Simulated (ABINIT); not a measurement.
# Beyond one shot: SiC (P6_3mc), part 3 of 3

Wanted: G0W0 and self-consistent gaps of SiC (P6_3mc), with the cost of the cycles.

ABINIT 10.8.3; PBE and many-body steps on it, plane waves. Known limits of the many-body steps: not at the basis limit; coarse k mesh.

So far. Step 11 (QSGW, cycle 3): Against the cycle before, the gap moves by +0.152 eV.

## (14) QSGW, cycle 4

This step: QSGW on PBE, plane waves, norm-conserving pseudopotentials.

The input, run.abi:

```
acell 3*1.0 Angstrom
rprim 
  3.073513928196 0.000000000001 0.000000000000
  -1.536756964099 2.661741140703 0.000000000000
  0.000000000000 0.000000000000 5.045247710000
ntypat 2
znucl 14 6
natom 4
typat 1 1 2 2
xred 
  0.333333333333 0.666666666667 0.499602400000
  0.666666666667 0.333333333333 0.999602400000
  0.333333333333 0.666666666667 0.875397600000
  0.666666666667 0.333333333333 0.375397600000
pp_dirpath "pseudos"
pseudos "Si.upf, C.upf"
ecut 37
ngkpt 3 3 4
nshiftk 1
shiftk 0 0 0
kptopt 1
chksymbreak 0
istwfk *1
occopt 1
irdwfk 1
optdriver 4
nband 75
gwcalctyp 28
ecutsigx 37
symsigma 0
nkptgw 9
kptgw 
  0.0000000000 0.0000000000 0.0000000000
  0.3333333333 0.0000000000 0.0000000000
  0.3333333333 0.3333333333 0.0000000000
  0.0000000000 0.0000000000 0.2500000000
  0.3333333333 0.0000000000 0.2500000000
  0.3333333333 0.3333333333 0.2500000000
  0.0000000000 0.0000000000 0.5000000000
  0.3333333333 0.0000000000 0.5000000000
  0.3333333333 0.3333333333 0.5000000000
bdgw 
  1 22
  1 22
  1 22
  1 22
  1 22
  1 22
  1 22
  1 22
  1 22
ecuteps 5
irdscr 1
ppmodel 1
irdqps 1
rhoqpmix 0.3
indata_prefix "in"
outdata_prefix "out"
tmpdata_prefix "tmp"
```

Launch:

```bash
OMP_NUM_THREADS=1 mpirun -n 4 abinit run.abi > log
```

Log:

```text
.Version 10.8.3 of ABINIT. v10.8.2 released Aug 2026.

 Symmetries : space group P6_3 m c (#186); Bravais hP (primitive hexag.)
[... echo of the input left out ...]
== DATASET  1 ==================================================================
-   mpi_nproc: 4, omp_nthreads: 1 (-1 if OMP is not activated)

--- !DatasetInfo
iteration_state: {dtset: 1, }
dimensions: {natom: 4, nkpt: 9, mband: 75, nsppol: 1, nspinor: 1, nspden: 1, mpw: 3015, }
cutoff_energies: {ecut:  37.0, pawecutdg:  -1.0, }
[...]
.  kptgw no:  3; Maximum DeltaE = (  -0.079   0.013) for band index:  2
[...]
.  kptgw no:  8; Maximum DeltaE = (   0.080   0.008) for band index: 21
.  kptgw no:  9; Maximum DeltaE = (  -0.078   0.019) for band index:  2

== END DATASET(S) ==============================================================
================================================================================

 -outvars: echo values of variables after computation  --------
           etotal      0.0000000000E+00
            nband          75
             nkpt           9
          spgroup         186
 [... the other variables as echoed above ...]

 Calculation completed.
```

Wall time 67 s (4 MPI ranks of Arm Neoverse V1, shared host); peak memory 1 GiB; 4.5 min of CPU time.

Numbers from this step:

```yaml
quasiparticle_gap_on_the_mesh: 3.190 eV
gap_of_the_density_functional_on_the_mesh: 2.275 eV
k_of_the_valence_top: 0, 0, 0
k_of_the_conduction_bottom: 0.3333, 0.3333, 0
least_direct_quasiparticle_gap_on_the_computed_points: 5.534 eV
```

Against the cycle before, the gap moves by +0.091 eV.

## (15) Screening, 3×3×4 mesh, 75 bands, screening to 136.1 eV

This step: RPA screening on PBE, plane waves, norm-conserving pseudopotentials.

The input, run.abi:

```
acell 3*1.0 Angstrom
rprim 
  3.073513928196 0.000000000001 0.000000000000
  -1.536756964099 2.661741140703 0.000000000000
  0.000000000000 0.000000000000 5.045247710000
ntypat 2
znucl 14 6
natom 4
typat 1 1 2 2
xred 
  0.333333333333 0.666666666667 0.499602400000
  0.666666666667 0.333333333333 0.999602400000
  0.333333333333 0.666666666667 0.875397600000
  0.666666666667 0.333333333333 0.375397600000
pp_dirpath "pseudos"
pseudos "Si.upf, C.upf"
ecut 37
ngkpt 3 3 4
nshiftk 1
shiftk 0 0 0
kptopt 1
chksymbreak 0
istwfk *1
occopt 1
irdwfk 1
optdriver 3
nband 75
ecuteps 5
inclvkb 2
awtr 1
symchi 1
gwcalctyp 28
mbpt_sciss 1.330 eV
nqptdm 1
qptdm 
  0 0 0
indata_prefix "in"
outdata_prefix "out"
tmpdata_prefix "tmp"
```

Log:

```text
.Version 10.8.3 of ABINIT. v10.8.2 released Aug 2026.

 Symmetries : space group P6_3 m c (#186); Bravais hP (primitive hexag.)
[... echo of the input left out ...]
== DATASET  1 ==================================================================
-   mpi_nproc: 4, omp_nthreads: 1 (-1 if OMP is not activated)

--- !DatasetInfo
iteration_state: {dtset: 1, }
dimensions: {natom: 4, nkpt: 9, mband: 75, nsppol: 1, nspinor: 1, nspden: 1, mpw: 3015, }
cutoff_energies: {ecut:  37.0, pawecutdg:  -1.0, }
[...]
[... chi0 elements left out ...]
 For q-point:  0.000010 0.000020 0.000030
  dielectric constant =   7.7794
  dielectric constant without local fields =   8.4181

  Average fulfillment of the sum rule on Im[epsilon] for q-point    1 :     81.71  [%]
[... wings left out ...]
== END DATASET(S) ==============================================================
================================================================================

 -outvars: echo values of variables after computation  --------
           etotal      0.0000000000E+00
            nband          75
             nkpt           9
          spgroup         186
 [... the other variables as echoed above ...]

 Calculation completed.
```

Wall time 4.2 s (4 MPI ranks); peak memory 0.46 GiB; 17 s of CPU time.

This step gave:

```yaml
eps_infinity_with_local_fields_on_this_mesh_along_the_program_s_q_direction: 7.779
the_same_without_local_fields: 8.418
plasma_frequency: 23.12 eV
plane_waves_in_the_screening_matrix: 135
```

This screening uses the functional's bands under a rigid shift, the mean opening of the cycle before.

## (16) Screening, 3×3×4 mesh, 75 bands, screening to 136.1 eV

This step: RPA screening on PBE from quasiparticle energies and orbitals, plane waves, norm-conserving pseudopotentials.

run.abi, as its differences from that of step 15:

```diff
@@ -31,7 +31,14 @@
 symchi 1
+irdqps 1
 gwcalctyp 28
-mbpt_sciss 1.330 eV
-nqptdm 1
+nqptdm 8
 qptdm 
-  0 0 0
+  0.3333333333 0.0000000000 0.0000000000
+  0.3333333333 0.3333333333 0.0000000000
+  0.0000000000 0.0000000000 0.2500000000
+  0.3333333333 0.0000000000 0.2500000000
+  0.3333333333 0.3333333333 0.2500000000
+  0.0000000000 0.0000000000 0.5000000000
+  0.3333333333 0.0000000000 0.5000000000
+  0.3333333333 0.3333333333 0.5000000000
 indata_prefix "in"
```

The input, mrgscr.stdin:

```
2
merged
q0_SCR
out_SCR
1
```

Launch:

```bash
OMP_NUM_THREADS=1 mpirun -n 4 abinit run.abi > log; mrgscr < mrgscr.stdin
```

Log:

```text
.Version 10.8.3 of ABINIT. v10.8.2 released Aug 2026.

 Symmetries : space group P6_3 m c (#186); Bravais hP (primitive hexag.)
[... echo of the input left out ...]
== DATASET  1 ==================================================================
-   mpi_nproc: 4, omp_nthreads: 1 (-1 if OMP is not activated)

--- !DatasetInfo
iteration_state: {dtset: 1, }
dimensions: {natom: 4, nkpt: 9, mband: 75, nsppol: 1, nspinor: 1, nspden: 1, mpw: 3015, }
cutoff_energies: {ecut:  37.0, pawecutdg:  -1.0, }
[...]
q-point number  1        q = ( 0.333333, 0.000000, 0.000000) [r.l.u.]
--------------------------------------------------------------------------------
[... chi0 elements left out ...]
  Average fulfillment of the sum rule on Im[epsilon] for q-point    2 :     89.51  [%]

--------------------------------------------------------------------------------
  q-point number  2        q = ( 0.333333, 0.333333, 0.000000) [r.l.u.]
--------------------------------------------------------------------------------
[... chi0 elements left out ...]
  Average fulfillment of the sum rule on Im[epsilon] for q-point    3 :     85.78  [%]

 [... 6 further q-points ...]
```

It took 7 s on 4 MPI ranks; peak memory 0.48 GiB; 28 s of CPU time.

This step gave:

- plasma frequency: 23.12 eV
- plane waves in the screening matrix: 135

This screening reads the quasiparticle levels of the cycle before.

## (17) QSGW, cycle 5

This step: QSGW on PBE, plane waves, norm-conserving pseudopotentials.

run.abi, as its differences from that of step 16:

```diff
@@ -25,12 +25,10 @@
 irdwfk 1
-optdriver 3
+optdriver 4
 nband 75
-ecuteps 5
-inclvkb 2
-awtr 1
-symchi 1
-irdqps 1
 gwcalctyp 28
-nqptdm 8
-qptdm 
+ecutsigx 37
+symsigma 0
+nkptgw 9
+kptgw 
+  0.0000000000 0.0000000000 0.0000000000
   0.3333333333 0.0000000000 0.0000000000
@@ -43,2 +41,17 @@
   0.3333333333 0.3333333333 0.5000000000
+bdgw 
+  1 22
+  1 22
+  1 22
+  1 22
+  1 22
+  1 22
+  1 22
+  1 22
+  1 22
+ecuteps 5
+irdscr 1
+ppmodel 1
+irdqps 1
+rhoqpmix 0.3
 indata_prefix "in"
```

Launch:

```bash
OMP_NUM_THREADS=1 mpirun -n 4 abinit run.abi > log
```

Log:

```text
.Version 10.8.3 of ABINIT. v10.8.2 released Aug 2026.

 Symmetries : space group P6_3 m c (#186); Bravais hP (primitive hexag.)
[... echo of the input left out ...]
== DATASET  1 ==================================================================
-   mpi_nproc: 4, omp_nthreads: 1 (-1 if OMP is not activated)

--- !DatasetInfo
iteration_state: {dtset: 1, }
dimensions: {natom: 4, nkpt: 9, mband: 75, nsppol: 1, nspinor: 1, nspden: 1, mpw: 3015, }
cutoff_energies: {ecut:  37.0, pawecutdg:  -1.0, }
[...]
.  kptgw no:  3; Maximum DeltaE = (   0.039   0.021) for band index: 21
[...]
.  kptgw no:  8; Maximum DeltaE = (   0.027  -0.004) for band index: 19
.  kptgw no:  9; Maximum DeltaE = (   0.022  -0.017) for band index: 21

== END DATASET(S) ==============================================================
================================================================================

 -outvars: echo values of variables after computation  --------
           etotal      0.0000000000E+00
            nband          75
             nkpt           9
          spgroup         186
 [... the other variables as echoed above ...]

 Calculation completed.
```

The job ended after 67 s (4 MPI ranks; peak memory 1 GiB).

This step gave:

- quasiparticle gap on the mesh: 3.222 eV
- gap of the density functional on the mesh: 2.275 eV
- k of the valence top: 0, 0, 0
- k of the conduction bottom: 0.3333, 0.3333, 0
- least direct quasiparticle gap on the computed points: 5.568 eV

Against the cycle before, the gap moves by +0.032 eV.

## (18) Screening, 3×3×4 mesh, 75 bands, screening to 136.1 eV

This step: RPA screening on PBE, plane waves, norm-conserving pseudopotentials.

The input, run.abi:

```
acell 3*1.0 Angstrom
rprim 
  3.073513928196 0.000000000001 0.000000000000
  -1.536756964099 2.661741140703 0.000000000000
  0.000000000000 0.000000000000 5.045247710000
ntypat 2
znucl 14 6
natom 4
typat 1 1 2 2
xred 
  0.333333333333 0.666666666667 0.499602400000
  0.666666666667 0.333333333333 0.999602400000
  0.333333333333 0.666666666667 0.875397600000
  0.666666666667 0.333333333333 0.375397600000
pp_dirpath "pseudos"
pseudos "Si.upf, C.upf"
ecut 37
ngkpt 3 3 4
nshiftk 1
shiftk 0 0 0
kptopt 1
chksymbreak 0
istwfk *1
occopt 1
irdwfk 1
optdriver 3
nband 75
ecuteps 5
inclvkb 2
awtr 1
symchi 1
gwcalctyp 28
mbpt_sciss 1.360 eV
nqptdm 1
qptdm 
  0 0 0
indata_prefix "in"
outdata_prefix "out"
tmpdata_prefix "tmp"
```

Log:

```text
.Version 10.8.3 of ABINIT. v10.8.2 released Aug 2026.

 Symmetries : space group P6_3 m c (#186); Bravais hP (primitive hexag.)
[... echo of the input left out ...]
== DATASET  1 ==================================================================
-   mpi_nproc: 4, omp_nthreads: 1 (-1 if OMP is not activated)

--- !DatasetInfo
iteration_state: {dtset: 1, }
dimensions: {natom: 4, nkpt: 9, mband: 75, nsppol: 1, nspinor: 1, nspden: 1, mpw: 3015, }
cutoff_energies: {ecut:  37.0, pawecutdg:  -1.0, }
[...]
[... chi0 elements left out ...]
 For q-point:  0.000010 0.000020 0.000030
  dielectric constant =   7.7562
  dielectric constant without local fields =   8.3913

  Average fulfillment of the sum rule on Im[epsilon] for q-point    1 :     81.81  [%]
[... wings left out ...]
== END DATASET(S) ==============================================================
================================================================================

 -outvars: echo values of variables after computation  --------
           etotal      0.0000000000E+00
            nband          75
             nkpt           9
          spgroup         186
 [... the other variables as echoed above ...]

 Calculation completed.
```

Elapsed: 4.3 s, on 4 MPI ranks; peak memory 0.46 GiB.

Numbers from this step:

```
ε∞ with local fields, on this mesh, along the program's q direction : 7.756
the same without local fields                                       : 8.391
plasma frequency                                                    : 23.12 eV
plane waves in the screening matrix                                 : 135
```

This screening uses the functional's bands under a rigid shift, the mean opening of the cycle before.

## (19) Screening, 3×3×4 mesh, 75 bands, screening to 136.1 eV

This step: RPA screening on PBE from quasiparticle energies and orbitals, plane waves, norm-conserving pseudopotentials.

run.abi, as its differences from that of step 18:

```diff
@@ -31,7 +31,14 @@
 symchi 1
+irdqps 1
 gwcalctyp 28
-mbpt_sciss 1.360 eV
-nqptdm 1
+nqptdm 8
 qptdm 
-  0 0 0
+  0.3333333333 0.0000000000 0.0000000000
+  0.3333333333 0.3333333333 0.0000000000
+  0.0000000000 0.0000000000 0.2500000000
+  0.3333333333 0.0000000000 0.2500000000
+  0.3333333333 0.3333333333 0.2500000000
+  0.0000000000 0.0000000000 0.5000000000
+  0.3333333333 0.0000000000 0.5000000000
+  0.3333333333 0.3333333333 0.5000000000
 indata_prefix "in"
```

mrgscr.stdin is that of step 16.

Launch:

```bash
OMP_NUM_THREADS=1 mpirun -n 4 abinit run.abi > log; mrgscr < mrgscr.stdin
```

Log:

```text
.Version 10.8.3 of ABINIT. v10.8.2 released Aug 2026.

 Symmetries : space group P6_3 m c (#186); Bravais hP (primitive hexag.)
[... echo of the input left out ...]
== DATASET  1 ==================================================================
-   mpi_nproc: 4, omp_nthreads: 1 (-1 if OMP is not activated)

--- !DatasetInfo
iteration_state: {dtset: 1, }
dimensions: {natom: 4, nkpt: 9, mband: 75, nsppol: 1, nspinor: 1, nspden: 1, mpw: 3015, }
cutoff_energies: {ecut:  37.0, pawecutdg:  -1.0, }
[...]
q-point number  1        q = ( 0.333333, 0.000000, 0.000000) [r.l.u.]
--------------------------------------------------------------------------------
[... chi0 elements left out ...]
  Average fulfillment of the sum rule on Im[epsilon] for q-point    2 :     89.58  [%]

--------------------------------------------------------------------------------
  q-point number  2        q = ( 0.333333, 0.333333, 0.000000) [r.l.u.]
--------------------------------------------------------------------------------
[... chi0 elements left out ...]
  Average fulfillment of the sum rule on Im[epsilon] for q-point    3 :     85.84  [%]

 [... 6 further q-points ...]
```

Wall time 7.1 s (4 MPI ranks); peak memory 0.48 GiB; 28 s of CPU time.

Numbers from this step:

```
plasma frequency                    : 23.12 eV
plane waves in the screening matrix : 135
```

This screening reads the quasiparticle levels of the cycle before.

## (20) QSGW, cycle 6

This step: QSGW on PBE, plane waves, norm-conserving pseudopotentials.

run.abi, as its differences from that of step 19:

```diff
@@ -25,12 +25,10 @@
 irdwfk 1
-optdriver 3
+optdriver 4
 nband 75
-ecuteps 5
-inclvkb 2
-awtr 1
-symchi 1
-irdqps 1
 gwcalctyp 28
-nqptdm 8
-qptdm 
+ecutsigx 37
+symsigma 0
+nkptgw 9
+kptgw 
+  0.0000000000 0.0000000000 0.0000000000
   0.3333333333 0.0000000000 0.0000000000
@@ -43,2 +41,17 @@
   0.3333333333 0.3333333333 0.5000000000
+bdgw 
+  1 22
+  1 22
+  1 22
+  1 22
+  1 22
+  1 22
+  1 22
+  1 22
+  1 22
+ecuteps 5
+irdscr 1
+ppmodel 1
+irdqps 1
+rhoqpmix 0.3
 indata_prefix "in"
```

Launch:

```bash
OMP_NUM_THREADS=1 mpirun -n 4 abinit run.abi > log
```

Log:

```text
.Version 10.8.3 of ABINIT. v10.8.2 released Aug 2026.

 Symmetries : space group P6_3 m c (#186); Bravais hP (primitive hexag.)
[... echo of the input left out ...]
== DATASET  1 ==================================================================
-   mpi_nproc: 4, omp_nthreads: 1 (-1 if OMP is not activated)

--- !DatasetInfo
iteration_state: {dtset: 1, }
dimensions: {natom: 4, nkpt: 9, mband: 75, nsppol: 1, nspinor: 1, nspden: 1, mpw: 3015, }
cutoff_energies: {ecut:  37.0, pawecutdg:  -1.0, }
[...]
.  kptgw no:  3; Maximum DeltaE = (  -0.002   0.020) for band index:  2
[...]
.  kptgw no:  8; Maximum DeltaE = (  -0.013   0.022) for band index:  1
.  kptgw no:  9; Maximum DeltaE = (  -0.003   0.022) for band index:  1

== END DATASET(S) ==============================================================
================================================================================

 -outvars: echo values of variables after computation  --------
           etotal      0.0000000000E+00
            nband          75
             nkpt           9
          spgroup         186
 [... the other variables as echoed above ...]

 Calculation completed.
```

The job ended after 67 s (4 MPI ranks; peak memory 1 GiB; 4.5 min of CPU time).

Numbers from this step:

```
quasiparticle gap on the mesh                         : 3.223 eV
gap of the density functional on the mesh             : 2.275 eV
k of the valence top                                  : 0, 0, 0
k of the conduction bottom                            : 0.3333, 0.3333, 0
least direct quasiparticle gap on the computed points : 5.569 eV
```

Against the cycle before, the gap moves by +0.001 eV.

## (21) The runs together

Times are wall times on 4 MPI ranks of Arm Neoverse V1, shared host, good to a factor of about two. A run's time includes the screening step that it read.

```
          run   mesh  bands  screening cutoff (eV)  DFT gap (eV)  gap on the mesh (eV)  direct (eV)  ε∞ used  time
         G0W0  3×3×4     75                  136.1         2.275                 2.791        5.095     9.01  15 s
QSGW, cycle 1  3×3×4     75                  136.1         2.275                 2.880        5.273     9.01  76 s
QSGW, cycle 2  3×3×4     75                  136.1         2.275                 2.947        5.329     7.97  78 s
QSGW, cycle 3  3×3×4     75                  136.1         2.275                 3.099        5.455     7.92  78 s
QSGW, cycle 4  3×3×4     75                  136.1         2.275                 3.190        5.534     7.83  78 s
QSGW, cycle 5  3×3×4     75                  136.1         2.275                 3.222        5.568     7.78  78 s
QSGW, cycle 6  3×3×4     75                  136.1         2.275                 3.223        5.569     7.76  78 s
```

## (22) Results

| Quantity | Value |
| --- | --- |
| G0W0 | 2.791 eV |
| QSGW, cycle 1 | 2.880 eV |
| QSGW, cycle 2 | 2.947 eV |
| QSGW, cycle 3 | 3.099 eV |
| QSGW, cycle 4 | 3.190 eV |
| QSGW, cycle 5 | 3.222 eV |
| QSGW, cycle 6 | 3.223 eV |
| known limits | not at the basis limit; coarse k mesh |

What this shows: Only the bands that the input lists are updated; the others, empty or deep, keep the functional's energies or take a rigid shift. QSGW ends at 3.22 eV, +0.43 eV from G0W0, after 6 cycles that took 7.6 min beside the first screening; the last moved the gap by 0.001 eV. Against experiment, by QSGW, cycle 6: the gap of 3.22 eV lies −0.11 eV from the measured 3.33 eV (kind not stated, quoted 2020). These are gaps on the mesh, at modest bands and cutoff. The calculation has static nuclei and no excitons; a measured gap holds zero-point and thermal motion, which mostly lowers it. Bands and cutoff are finite, so the gap is not at the basis limit. The miss can reach some tenths of an eV and take either sign; the mesh is an error of its own. The 3×3×4 mesh is coarse for this cell, which bears on the long-range parts of exchange and screening. In the updated screening the q = 0 part is built from Kohn-Sham bands under a rigid shift, the other q from the quasiparticle levels.

[Paths, hosts, dates, memory and timing lines, banners, echoed tables and standing remarks are left out of the program output.]

[Logs are printed without paths, hosts, clocks, repeated set-up lines and the standing remarks that a program may print on its own settings, such as how far it seeks lower states.]

[Runs of the session that timed out or met a known fault of the program may be left out.]

[Hosts, paths, dates, database ids (printed as entryN), source tags and the programs' standing remarks are cut or masked in the printed files.]

[G0W0 gaps are taken among the corrected bands and points alone; a level outside them can change the order at an edge.]

[Where Ansatz stands beside ABINIT at settings called matched, ABINIT's density can come from a denser mesh and the files from another edition; pairs whose starting gaps differed by over 0.03 eV were left out, so agreement reads better than it is.]
